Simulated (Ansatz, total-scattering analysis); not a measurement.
**The surroundings of H by a first difference**

Two samples of hydrogen peroxide (22 H2O2; O 50.0, H 50.0 atom %; 360 K, fixed volume (mean pressure 1.2 GPa); ρ₀ = 0.1020 Å⁻³) differ only in the isotope of H: D (b = 6.6681 fm) and H (b = -3.7395 fm). Other lengths: O 5.8037 fm. The data are simulated by ab initio molecular dynamics with Ansatz (revPBE-D3(BJ), plane waves, PAW default files, Langevin thermostat, no spin, fixed volume, H with the mass of D). The average runs over 0.50 ps of 88 atoms, so shells between rare elements are rough. Mean temperature 340 K, largest m.s.d. 0.72 Å², energy drift -1 meV an atom (last third less first, no steady trend), Langevin friction 10 ps⁻¹; the first quarter of the run is discarded. Preparation: last frame of a classical run of this cell, a melt at this density, then 0.4 ps at 360 K with a cheaper basis and a friction of 10 ps⁻¹ (mean temperature of the first stage 361 K), too short to forget the start in full. So short a stretch relaxes bonds and nearest shells but still remembers its start. It is a liquid as far as so short a run tells. The partials come from the cell's reciprocal vectors below 4 Å⁻¹ and from g(r) above; absorption, incoherent and inelastic scattering are left out. F(Q) = Σ ci cj bi bj (Sij − 1), in barn per steradian and atom:

```tsv
Q (Å⁻¹)	2H	1H	difference
0.9	-0.313	-0.234	-0.079
1.2	-0.257	-0.229	-0.028
1.5	-0.199	-0.214	0.015
1.8	0.159	-0.110	0.269
2.1	0.216	-0.025	0.241
2.4	0.035	0.039	-0.004
2.7	0.049	0.043	0.006
3.0	-0.007	-0.007	0.000
3.3	-0.057	-0.035	-0.023
3.6	-0.047	-0.049	0.002
3.9	-0.057	-0.032	-0.025
4.2	-0.035	0.003	-0.038
4.5	-0.022	0.034	-0.056
4.8	-0.042	0.056	-0.098
5.1	-0.072	0.072	-0.143
5.4	-0.078	0.077	-0.155
5.7	-0.058	0.067	-0.125
6.0	-0.034	0.041	-0.075
6.3	-0.012	0.011	-0.023
6.6	0.009	-0.016	0.025
6.9	0.029	-0.037	0.067
7.2	0.046	-0.050	0.096
7.5	0.056	-0.053	0.109
7.8	0.057	-0.049	0.106
8.1	0.048	-0.041	0.089
8.4	0.032	-0.027	0.059
8.7	0.017	-0.007	0.025
9.0	0.008	0.012	-0.004
9.3	0.002	0.021	-0.018
9.6	-0.002	0.019	-0.021
9.9	-0.006	0.015	-0.021
10.2	-0.009	0.013	-0.022
10.5	-0.012	0.011	-0.022
10.8	-0.018	0.008	-0.026
```

The first difference in real space, ΔG(r), in barn (from the pair functions, so without the broadening of a finite Q range):

```
r (Å)  first difference G(r)
 0.50                 -0.377
 0.58                 -0.377
 0.66                 -0.377
 0.74                 -0.377
 0.82                 -0.377
 0.90                 -0.279
 0.98                  5.187
 1.06                  0.326
 1.14                 -0.361
 1.22                 -0.376
 1.30                 -0.377
 1.38                 -0.374
 1.46                 -0.357
 1.54                 -0.316
 1.62                 -0.240
 1.70                 -0.197
 1.78                 -0.090
 1.86                  0.342
 1.94                  0.586
 2.02                  0.081
 2.10                 -0.160
 2.18                 -0.180
 2.26                 -0.134
 2.34                 -0.098
 2.42                 -0.086
 2.50                 -0.088
 2.58                 -0.084
 2.66                 -0.074
 2.74                 -0.061
 2.82                 -0.061
 2.90                 -0.049
 2.98                 -0.007
 3.06                  0.002
 3.14                  0.004
 3.22                  0.043
 3.30                  0.051
 3.38                  0.031
 3.46                  0.015
 3.54                  0.019
```

**Question.** Which pairs survive in the difference, and what is the first shell of H?

Pairs without H cancel. ΔG(r) = Σ W [g(r) − 1] with W = 2 c(H) c(j) b(j) Δb, and c(H)² (b₁² − b₂²) for H–H: H–O 0.3020, H–H 0.0762 barn. At small r, ΔG → −ΣW = -0.378; in this finite cell the H–H term carries (N − 1)/N with N = 44 atoms of H, which gives -0.377.

The first feature, at 0.99 Å, is H–O. n = 4πρ₀ c(O)/W ∫ r² [ΔG − ΔG(0)] dr up to 1.26 Å gives 1.0 O around each H; the coordinates give 1.00 up to 1.26 Å.

Shells of H from the coordinates: O–H at 0.99 Å, 1.0 neighbours to 1.26 Å; H–H at 2.48 Å, 4.3 neighbours to 2.88 Å, a soft count (first peaks with a usable minimum only). Counts average over all H, whatever molecule they sit on, and second peaks of a pair (H two bonds away, hydrogen bonds) add features between 1.5 and 2.5 Å that aren't listed. The structure is taken to be the same for both isotopes, which holds least well for H and D.

[Logs are printed without paths, hosts, clocks, repeated set-up lines and the standing remarks that a program may print on its own settings, such as how far it seeks lower states.]
